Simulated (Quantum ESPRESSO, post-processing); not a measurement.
# 1T-PtS2, 1 layer: cutoff convergence, part 3 of 3

Which setting serves for 1T-PtS2, 1 layer? The runs below step through one kind of setting.

Quantum ESPRESSO 7.5; plane-wave DFT, PBE, GBRV ultrasoft pseudopotentials.

So far. Step 6 (Self-consistent run: ecutwfc 28 Ry, ecutrho 140 Ry): Counted from each run's own zero (the valence top), the vacuum level differs from the first run's by +4 meV. Step 7 (SCF with pw.x: ecutwfc 22 Ry, ecutrho 110 Ry): Counted from each run's own zero (the valence top), the vacuum level differs from the first run's by +35 meV.

### Step 8. SCF with pw.x: ecutwfc 18 Ry, ecutrho 90 Ry

c6.in

```
&control
  prefix = 'c6'
  outdir = './out'
  pseudo_dir = './pseudo'
  calculation = 'scf'
  tprnfor = .true.
/
&system
  ibrav = 0
  nat = 3
  ntyp = 2
  ecutwfc = 18
  ecutrho = 90
  occupations = 'smearing'
  smearing = 'fd'
  degauss = 0.004
  assume_isolated = 'esm'
  esm_bc = 'bc1'
/
&electrons
  conv_thr = 1e-07
  mixing_beta = 0.4
  electron_maxstep = 120
  mixing_mode = 'local-TF'
/
ATOMIC_SPECIES
  S   32.0600  s_pbe_v1.4.uspp.F.UPF
  Pt  195.0840  pt_pbe_v1.4.uspp.F.UPF
CELL_PARAMETERS angstrom
  3.57000000000000 0.00000000000000 0.00000000000000
  -1.78500000000000 3.09171069151045 0.00000000000000
  0.00000000000000 0.00000000000000 19.01408639338038
ATOMIC_POSITIONS crystal
  S   0.666666666667 0.333333333333 -0.052963007312
  Pt  0.000000000000 0.000000000000 0.000000000000
  S   0.333333333333 0.666666666667 0.052963007312
K_POINTS automatic
  12 12 1 0 0 0
```

Started as:

```bash
$ OMP_NUM_THREADS=1 mpirun -n 4 pw.x -nk 4 -in c6.in > c6.out
```

The program printed:

```text
[banner, memory and clock lines left out]
Program PWSCF v.7.5 starts
[...]
Message from routine setup:
[...]
number of electrons       =        28.00
     number of Kohn-Sham states=           18
     kinetic-energy cutoff     =      18.0000  Ry
     charge density cutoff     =      90.0000  Ry
[...]
number of k points=    19  Fermi-Dirac smearing, width (Ry)=  0.0040
[...]
Dense  grid:    20479 G-vectors     FFT dimensions: (  24,  24, 120)
[...]
negative rho (up, down):  1.902E-01 0.000E+00
     Starting wfcs are   20 randomized atomic wfcs
[...]
negative rho (up, down):  1.732E-01 0.000E+00
[...]
estimated scf accuracy    <       2.57986691 Ry
[...]
negative rho (up, down):  1.745E-01 0.000E+00
[...]
estimated scf accuracy    <       1.17256607 Ry
[...]
negative rho (up, down):  2.000E-01 0.000E+00
[...]
estimated scf accuracy    <       0.14684428 Ry
[...]
negative rho (up, down):  2.226E-01 0.000E+00
[...]
estimated scf accuracy    <       0.02648646 Ry
[...]
negative rho (up, down):  2.186E-01 0.000E+00
[...]
estimated scf accuracy    <       0.03089023 Ry
[...]
negative rho (up, down):  2.109E-01 0.000E+00
[...]
estimated scf accuracy    <       0.00283261 Ry
[...]
negative rho (up, down):  2.095E-01 0.000E+00
[...]
estimated scf accuracy    <       0.00132708 Ry
[...]
negative rho (up, down):  2.026E-01 0.000E+00
[...]
estimated scf accuracy    <       0.00280511 Ry
[...]
negative rho (up, down):  1.951E-01 0.000E+00
[...]
estimated scf accuracy    <       0.00085708 Ry
[...]
negative rho (up, down):  1.912E-01 0.000E+00
[...]
estimated scf accuracy    <       0.00348392 Ry
[...]
negative rho (up, down):  1.897E-01 0.000E+00
[...]
estimated scf accuracy    <       0.00015233 Ry
[...]
negative rho (up, down):  1.895E-01 0.000E+00
[...]
estimated scf accuracy    <       0.00042595 Ry
[...]
negative rho (up, down):  1.890E-01 0.000E+00
[...]
estimated scf accuracy    <       0.00000644 Ry
[...]
negative rho (up, down):  1.890E-01 0.000E+00
[...]
estimated scf accuracy    <       0.00000061 Ry
[...]
negative rho (up, down):  1.890E-01 0.000E+00
[...]
estimated scf accuracy    <       0.00000019 Ry
[...]
negative rho (up, down):  1.890E-01 0.000E+00
[...]
the Fermi energy is    -5.3681 ev
!    total energy              =    -257.97949260 Ry
     estimated scf accuracy    <       0.00000009 Ry
     smearing contrib. (-TS)   =      -0.00000002 Ry
     internal energy E=F+TS    =    -257.97949258 Ry
[...]
one-electron contribution =     403.65134541 Ry
     hartree contribution      =    -204.40646390 Ry
     xc contribution           =     -73.58154360 Ry
     ewald contribution        =    -383.64283049 Ry
     convergence has been achieved in  16 iterations
     negative rho (up, down):  1.890E-01 0.000E+00
[...]
Total force =     0.170736     Total SCF correction =     0.000366
[...]
```

Elapsed: 13 s, on 4 MPI ranks of Arm Neoverse N1, shared host; peak memory 0.28 GiB; 51 s of CPU time.

Numbers from this step:

```
free energy                                                    : -3509.9898 eV
Fermi energy                                                   : -5.368 eV
valence top, on the run's zero                                 : -6.118 eV
conduction bottom, on the run's zero                           : -4.634 eV
gap by band count                                              : 1.484 eV
vacuum line at the lower end of the cell, over the valence top : 6.117 eV
vacuum line at the upper end of the cell, over the valence top : 6.117 eV
```

The program's own clock; routines nest. Time by routine:

| routine | wall time (s) | calls |
| --- | --- | --- |
| PWSCF | 12.39 | 1 |
| electrons | 11.4 | 1 |
| c_bands | 6.94 | 16 |
| cegterg | 5.75 | 80 |
| h_psi | 3.94 | 696 |
| vloc_psi | 3.12 | 696 |
| fftw | 3.03 | 11340 |
| mix_rho | 1.84 | 16 |
| sum_band | 1.36 | 16 |
| ffts | 0.96 | 1716 |
| newd | 0.67 | 17 |
| v_of_rho | 0.63 | 17 |
| init_run | 0.62 | 1 |
| calbec | 0.51 | 796 |

Counted from each run's own zero (the valence top), the vacuum level differs from the first run's by +208 meV.

### Step 9. Self-consistent run: ecutwfc 40 Ry, ecutrho 160 Ry

c7.in is the input of step 8 with these lines changed:

```diff
@@ -1,3 +1,3 @@
 &control
-  prefix = 'c6'
+  prefix = 'c7'
   outdir = './out'
@@ -11,4 +11,4 @@
   ntyp = 2
-  ecutwfc = 18
-  ecutrho = 90
+  ecutwfc = 40
+  ecutrho = 160
   occupations = 'smearing'
```

Started as:

```bash
$ OMP_NUM_THREADS=1 mpirun -n 4 pw.x -nk 4 -in c7.in > c7.out
```

The program printed:

```text
[banner, memory and clock lines left out]
Program PWSCF v.7.5 starts
[...]
Message from routine setup:
[...]
number of electrons       =        28.00
     number of Kohn-Sham states=           18
     kinetic-energy cutoff     =      40.0000  Ry
     charge density cutoff     =     160.0000  Ry
[...]
number of k points=    19  Fermi-Dirac smearing, width (Ry)=  0.0040
[...]
Dense  grid:    48523 G-vectors     FFT dimensions: (  27,  27, 150)
[...]
negative rho (up, down):  1.967E-01 0.000E+00
     Starting wfcs are   20 randomized atomic wfcs
[...]
negative rho (up, down):  1.850E-01 0.000E+00
[...]
estimated scf accuracy    <       1.57980847 Ry
[...]
negative rho (up, down):  1.883E-01 0.000E+00
[...]
estimated scf accuracy    <       0.68732058 Ry
[...]
negative rho (up, down):  2.080E-01 0.000E+00
[...]
estimated scf accuracy    <       0.03241422 Ry
[...]
negative rho (up, down):  2.105E-01 0.000E+00
[...]
estimated scf accuracy    <       0.00908698 Ry
[...]
negative rho (up, down):  2.090E-01 0.000E+00
[...]
estimated scf accuracy    <       0.00819127 Ry
[...]
negative rho (up, down):  2.028E-01 0.000E+00
[...]
estimated scf accuracy    <       0.00387459 Ry
[...]
negative rho (up, down):  1.958E-01 0.000E+00
[...]
estimated scf accuracy    <       0.00078422 Ry
[...]
negative rho (up, down):  1.960E-01 0.000E+00
[...]
estimated scf accuracy    <       0.00575109 Ry
[...]
negative rho (up, down):  1.909E-01 0.000E+00
[...]
estimated scf accuracy    <       0.00308787 Ry
[...]
negative rho (up, down):  1.885E-01 0.000E+00
[...]
estimated scf accuracy    <       0.00145659 Ry
[...]
negative rho (up, down):  1.847E-01 0.000E+00
[...]
estimated scf accuracy    <       0.00046094 Ry
[...]
negative rho (up, down):  1.845E-01 0.000E+00
[...]
estimated scf accuracy    <       0.00002624 Ry
[...]
negative rho (up, down):  1.846E-01 0.000E+00
[...]
estimated scf accuracy    <       0.00018045 Ry
[...]
negative rho (up, down):  1.848E-01 0.000E+00
[...]
estimated scf accuracy    <       0.00019825 Ry
[...]
negative rho (up, down):  1.846E-01 0.000E+00
[...]
estimated scf accuracy    <       0.00004378 Ry
[...]
negative rho (up, down):  1.845E-01 0.000E+00
[...]
estimated scf accuracy    <       0.00014865 Ry
[...]
negative rho (up, down):  1.844E-01 0.000E+00
[...]
estimated scf accuracy    <       0.00000882 Ry
[...]
negative rho (up, down):  1.844E-01 0.000E+00
[...]
estimated scf accuracy    <       0.00000214 Ry
[...]
negative rho (up, down):  1.844E-01 0.000E+00
[...]
estimated scf accuracy    <       0.00000047 Ry
[...]
negative rho (up, down):  1.844E-01 0.000E+00
[...]
estimated scf accuracy    <       0.00000021 Ry
[...]
negative rho (up, down):  1.844E-01 0.000E+00
[...]
estimated scf accuracy    <       0.00000014 Ry
[...]
negative rho (up, down):  1.844E-01 0.000E+00
[...]
the Fermi energy is    -5.1705 ev
!    total energy              =    -258.92187400 Ry
     estimated scf accuracy    <       0.00000006 Ry
     smearing contrib. (-TS)   =      -0.00000002 Ry
     internal energy E=F+TS    =    -258.92187398 Ry
[...]
one-electron contribution =     401.34790013 Ry
     hartree contribution      =    -202.61834606 Ry
     xc contribution           =     -74.00859779 Ry
     ewald contribution        =    -383.64283026 Ry
     convergence has been achieved in  22 iterations
     negative rho (up, down):  1.844E-01 0.000E+00
[...]
Total force =     0.172243     Total SCF correction =     0.000672
[...]
```

It took 73 s on 4 MPI ranks; peak memory 0.46 GiB; 4.8 min of CPU time.

Read from the output:

- free energy: -3522.8116 eV
- Fermi energy: -5.170 eV
- valence top, on the run's zero: -5.912 eV
- conduction bottom, on the run's zero: -4.443 eV
- gap by band count: 1.469 eV
- vacuum line at the lower end of the cell, over the valence top: 5.912 eV
- vacuum line at the upper end of the cell, over the valence top: 5.912 eV

The program's own clock; routines nest. Time by routine:

| routine | wall time (s) | calls |
| --- | --- | --- |
| PWSCF | 72.14 | 1 |
| electrons | 70.26 | 1 |
| c_bands | 47.77 | 22 |
| cegterg | 43.45 | 110 |
| h_psi | 34.44 | 1323 |
| fftw | 31.59 | 17330 |
| vloc_psi | 30.12 | 1323 |
| mix_rho | 12.04 | 22 |
| ffts | 7.59 | 2585 |
| sum_band | 7.05 | 22 |
| calbec | 2.58 | 1453 |
| add_vuspsi | 2.17 | 1323 |
| s_psi | 2.09 | 1323 |
| newd | 2.07 | 23 |

Counted from each run's own zero (the valence top), the vacuum level differs from the first run's by +3 meV.

### Step 10. Ground state: ecutwfc 40 Ry, ecutrho 320 Ry

c8.in is the input of step 9 with these lines changed:

```diff
@@ -1,3 +1,3 @@
 &control
-  prefix = 'c7'
+  prefix = 'c8'
   outdir = './out'
@@ -12,3 +12,3 @@
   ecutwfc = 40
-  ecutrho = 160
+  ecutrho = 320
   occupations = 'smearing'
```

Started as:

```bash
$ OMP_NUM_THREADS=1 mpirun -n 4 pw.x -nk 4 -in c8.in > c8.out
```

The program printed:

```text
[banner, memory and clock lines left out]
Program PWSCF v.7.5 starts
[...]
Message from routine setup:
[...]
number of electrons       =        28.00
     number of Kohn-Sham states=           18
     kinetic-energy cutoff     =      40.0000  Ry
     charge density cutoff     =     320.0000  Ry
[...]
number of k points=    19  Fermi-Dirac smearing, width (Ry)=  0.0040
[...]
Dense  grid:   136795 G-vectors     FFT dimensions: (  40,  40, 216)
[...]
negative rho (up, down):  1.908E-01 0.000E+00
     Starting wfcs are   20 randomized atomic wfcs
[...]
negative rho (up, down):  1.805E-01 0.000E+00
[...]
estimated scf accuracy    <       1.57961660 Ry
[...]
negative rho (up, down):  1.830E-01 0.000E+00
[...]
estimated scf accuracy    <       0.68723537 Ry
[...]
negative rho (up, down):  2.030E-01 0.000E+00
[...]
estimated scf accuracy    <       0.03240306 Ry
[...]
negative rho (up, down):  2.055E-01 0.000E+00
[...]
estimated scf accuracy    <       0.00912833 Ry
[...]
negative rho (up, down):  2.035E-01 0.000E+00
[...]
estimated scf accuracy    <       0.00820401 Ry
[...]
negative rho (up, down):  1.973E-01 0.000E+00
[...]
estimated scf accuracy    <       0.00385869 Ry
[...]
negative rho (up, down):  1.904E-01 0.000E+00
[...]
estimated scf accuracy    <       0.00072550 Ry
[...]
negative rho (up, down):  1.907E-01 0.000E+00
[...]
estimated scf accuracy    <       0.00590216 Ry
[...]
negative rho (up, down):  1.856E-01 0.000E+00
[...]
estimated scf accuracy    <       0.00349557 Ry
[...]
negative rho (up, down):  1.833E-01 0.000E+00
[...]
estimated scf accuracy    <       0.00165215 Ry
[...]
negative rho (up, down):  1.797E-01 0.000E+00
[...]
estimated scf accuracy    <       0.00048212 Ry
[...]
negative rho (up, down):  1.793E-01 0.000E+00
[...]
estimated scf accuracy    <       0.00000846 Ry
[...]
negative rho (up, down):  1.794E-01 0.000E+00
[...]
estimated scf accuracy    <       0.00015469 Ry
[...]
negative rho (up, down):  1.794E-01 0.000E+00
[...]
estimated scf accuracy    <       0.00012119 Ry
[...]
negative rho (up, down):  1.794E-01 0.000E+00
[...]
estimated scf accuracy    <       0.00001181 Ry
[...]
negative rho (up, down):  1.793E-01 0.000E+00
[...]
estimated scf accuracy    <       0.00001011 Ry
[...]
negative rho (up, down):  1.793E-01 0.000E+00
[...]
estimated scf accuracy    <       0.00000371 Ry
[...]
negative rho (up, down):  1.793E-01 0.000E+00
[...]
estimated scf accuracy    <       0.00000281 Ry
[...]
negative rho (up, down):  1.793E-01 0.000E+00
[...]
estimated scf accuracy    <       0.00000044 Ry
[...]
negative rho (up, down):  1.793E-01 0.000E+00
[...]
estimated scf accuracy    <       0.00000014 Ry
[...]
negative rho (up, down):  1.793E-01 0.000E+00
[...]
the Fermi energy is    -5.1705 ev
!    total energy              =    -258.92190235 Ry
     estimated scf accuracy    <       0.00000004 Ry
     smearing contrib. (-TS)   =      -0.00000002 Ry
     internal energy E=F+TS    =    -258.92190233 Ry
[...]
one-electron contribution =     401.35785975 Ry
     hartree contribution      =    -202.62866190 Ry
     xc contribution           =     -74.00826992 Ry
     ewald contribution        =    -383.64283026 Ry
     convergence has been achieved in  21 iterations
     negative rho (up, down):  1.793E-01 0.000E+00
[...]
Total force =     0.172342     Total SCF correction =     0.000483
[...]
```

It took 90 s on 4 MPI ranks; peak memory 0.82 GiB.

Numbers from this step:

| Quantity | Value |
| --- | --- |
| free energy | -3522.8119 eV |
| gap by band count | 1.470 eV |

The program's own clock; routines nest. Time by routine:

| routine | wall time (s) | calls |
| --- | --- | --- |
| PWSCF | 89.39 | 1 |
| electrons | 86.23 | 1 |
| c_bands | 48.61 | 21 |
| cegterg | 44.1 | 105 |
| h_psi | 34.88 | 1339 |
| fftw | 31.8 | 17418 |
| vloc_psi | 30.52 | 1339 |
| sum_band | 12.95 | 21 |
| mix_rho | 11.92 | 21 |
| newd | 8.09 | 22 |
| ffts | 7.27 | 2497 |
| v_of_rho | 4.88 | 22 |
| calbec | 2.58 | 1464 |
| fft | 2.57 | 295 |

Counted from each run's own zero (the valence top), the vacuum level differs from the first run's by +3 meV.

### Step 11. The series side by side

All levels:

| level | vacuum level over the valence top (eV) | its change from the first (meV) | energy from the first (meV an atom) | SCF iterations | wall time (s) | peak memory (GiB) | CPU time (s) |
| --- | --- | --- | --- | --- | --- | --- | --- |
| ecutwfc 60 Ry, ecutrho 300 Ry | 5.909 | 0 | 0 | 19 | 124.1 | 0.86 | 495.9 |
| ecutwfc 50 Ry, ecutrho 250 Ry | 5.912 | 3.036 | 1.855 | 19 | 87.29 | 0.7 | 348.8 |
| ecutwfc 40 Ry, ecutrho 200 Ry | 5.911 | 1.671 | 8.815 | 23 | 85.79 | 0.54 | 342.8 |
| ecutwfc 34 Ry, ecutrho 170 Ry | 5.91 | 0.9611 | 14.63 | 20 | 49.6 | 0.45 | 198.1 |
| ecutwfc 28 Ry, ecutrho 140 Ry | 5.913 | 3.585 | 53.68 | 21 | 38.4 | 0.38 | 153.3 |
| ecutwfc 22 Ry, ecutrho 110 Ry | 5.944 | 34.79 | 923 | 17 | 24.82 | 0.32 | 98.97 |
| ecutwfc 18 Ry, ecutrho 90 Ry | 6.117 | 207.9 | 4283 | 16 | 12.95 | 0.28 | 51.48 |
| ecutwfc 40 Ry, ecutrho 160 Ry | 5.912 | 2.729 | 9.032 | 22 | 72.7 | 0.46 | 290.5 |
| ecutwfc 40 Ry, ecutrho 320 Ry | 5.912 | 2.83 | 8.903 | 21 | 89.94 | 0.82 | 359.4 |

### Step 12. Results

```yaml
vacuum_level_over_the_valence_top_ecutwfc_60_ry_ecutrho_300_ry: 5.909 eV
cheapest_step_of_the_main_series_that_with_all_steps_before_it_keeps_the_vacuum_level_within_20_mev_of_the_first: ecutwfc 28 Ry, ecutrho 140 Ry: +4 meV, 2.6 min of CPU time against 8.3 min
setting_with_the_largest_shift_of_the_level: ecutwfc 18 Ry, ecutrho 90 Ry: +208 meV
```

**Reading.** The cheapest step of the main series that, with all steps before it, keeps the vacuum level within 20 meV of the first is ecutwfc 28 Ry, ecutrho 140 Ry: +4 meV, 2.6 min of CPU time against 8.3 min. Over the series the energy moves by up to 4283 meV an atom and the vacuum level by up to 208 meV. At the customary cutoff (third row) the total energy is still 8.8 meV an atom off while the level is within 2 meV. The times come from a shared host and are rough. Peak memory is sampled during the run and can miss the peak. The geometry is as built, not relaxed.

[Logs are printed without paths, hosts, clocks, repeated set-up lines and the standing remarks that a program may print on its own settings, such as how far it seeks lower states.]

[Hosts, paths, dates, database ids (printed as entryN), source tags and the programs' standing remarks are cut or masked in the printed files.]

[Maps of the electrostatic potential energy from Ansatz leave out the sawtooth potential of an applied field or a dipole correction, so their vacuum need not be flat; planar profiles and work functions include it.]
